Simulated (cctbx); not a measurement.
**Interatomic vectors of Ti3Rh3Au4**

Space group Cm (no. 8), a = 7.4460 Å, b = 4.2730 Å, c = 11.2780 Å, α = 90.00°, β = 91.42°, γ = 90.00°, content Au8 Rh6 Ti6.

The data are simulated with cctbx, not measured: synchrotron X-rays, λ = 0.7749 Å, to d = 0.77 Å, 50 % of the full sphere, strongest reflection 5000 counts, noise from counting, a 3 % proportional error and a noise floor of 4 counts (s.d.); no absorption.

Patterson synthesis, origin scaled to 1000:

```text
Patterson group C 1 2/m 1
      u       v       w   height  length (A)
  0.000   0.000   0.000   1000.0     0.00
  0.003   0.000   0.226    722.8     2.54
  0.168   0.500   0.496    481.9     6.09
  0.170   0.500   0.719    410.1     4.05
  0.164   0.500   0.269    359.3     3.88
  0.005   0.000   0.452    322.1     5.09
  0.172   0.500   0.942    203.6     2.59
  0.167   0.500   0.041    152.2     2.51
  0.167   0.500   0.141     93.7     2.92
  0.175   0.500   0.613     75.5     5.06
  0.161   0.500   0.381     75.0     4.92
  0.012   0.000   0.677     60.0     3.65
  0.181   0.500   0.825     44.1     3.22
  0.134   0.096  -0.005     38.9     1.08
```

Q: Assign the vectors.

A peak at u stands for all pairs with xi − xj = u, with weight Σ ZiZj against Σ Z² = 64982 at the origin. Peak heights follow these weights only roughly, since form factors, motion and series ripples differ, all vectors within 0.55 Å of a peak are counted as merged into it though the farther ones add only part of their weight, and F(000) is left out, which lowers the whole map:

| u | v | w | shortest length (Å) | height | 1000 ΣZiZj/ΣZ² | pairs in the cell |
| --- | --- | --- | --- | --- | --- | --- |
| 0.003 | 0.000 | 0.226 | 2.55 | 723 | 766 | 4 × Au–Au, 6 × Au–Rh, 2 × Au–Ti |
| 0.168 | 0.500 | 0.496 | 6.09 | 482 | 477 | 4 × Au–Au, 2 × Rh–Rh, 2 × Rh–Ti |
| 0.170 | 0.500 | 0.719 | 3.96 | 410 | 441 | 4 × Au–Rh, 2 × Au–Au, 2 × Rh–Ti |
| 0.164 | 0.500 | 0.269 | 3.88 | 359 | 355 | 2 × Au–Au, 2 × Au–Rh, 2 × Au–Ti |
| 0.005 | 0.000 | 0.452 | 5.10 | 322 | 397 | 6 × Au–Rh, 2 × Au–Ti, 2 × Ti–Ti |
| 0.172 | 0.500 | 0.942 | 2.51 | 204 | 219 | 4 × Au–Rh |
| 0.167 | 0.500 | 0.041 | 2.51 | 152 | 163 | 2 × Au–Rh, 2 × Au–Ti |
| 0.167 | 0.500 | 0.141 | 2.92 | 94 | 230 | 4 × Au–Ti, 2 × Rh–Rh, 4 × Rh–Ti |
| 0.175 | 0.500 | 0.613 | 4.94 | 76 | 107 | 4 × Au–Ti |
| 0.161 | 0.500 | 0.381 | 4.92 | 75 | 152 | 4 × Au–Ti, 2 × Rh–Ti, 2 × Ti–Ti |

The table stops at ten peaks or at a height of 45, below which ripples compete. In the model behind the data Au, the heaviest element, has 4 independent sites: (0.3320, 0, 0.1345), (0.1706, 1/2, 0.8623), (0.1550, 1/2, 0.6337) and (0.3297, 0, 0.3580), up to an allowed shift of origin; the Au–Au vectors are differences of these positions and their symmetry mates. The whole model:

| atom | mult. | x | y | z | Ueq (Å²) |
| --- | --- | --- | --- | --- | --- |
| Au1 | 2 | 0.3320 | 0 | 0.1345 | 0.0024 |
| Au2 | 2 | 0.1706 | 1/2 | 0.8623 | 0.0022 |
| Au3 | 2 | 0.1550 | 1/2 | 0.6337 | 0.0041 |
| Au4 | 2 | 0.3297 | 0 | 0.3580 | 0.0048 |
| Rh1 | 2 | 0.1719 | 1/2 | 0.0904 | 0.0055 |
| Rh2 | 2 | 0.1548 | 1/2 | 0.4170 | 0.0085 |
| Rh3 | 2 | 0.3256 | 0 | 0.5808 | 0.0054 |
| Ti1 | 2 | 0.0016 | 0 | 0.7441 | 0.0059 |
| Ti2 | 2 | 0.0036 | 0 | 0.2490 | 0.0043 |
| Ti3 | 2 | 0.3359 | 0 | 0.9100 | 0.0071 |

This is a model crystal, built by substitution and not relaxed, with assumed displacement parameters.

[Logs are printed without paths, hosts, clocks, repeated set-up lines and the standing remarks that a program may print on its own settings, such as how far it seeks lower states.]
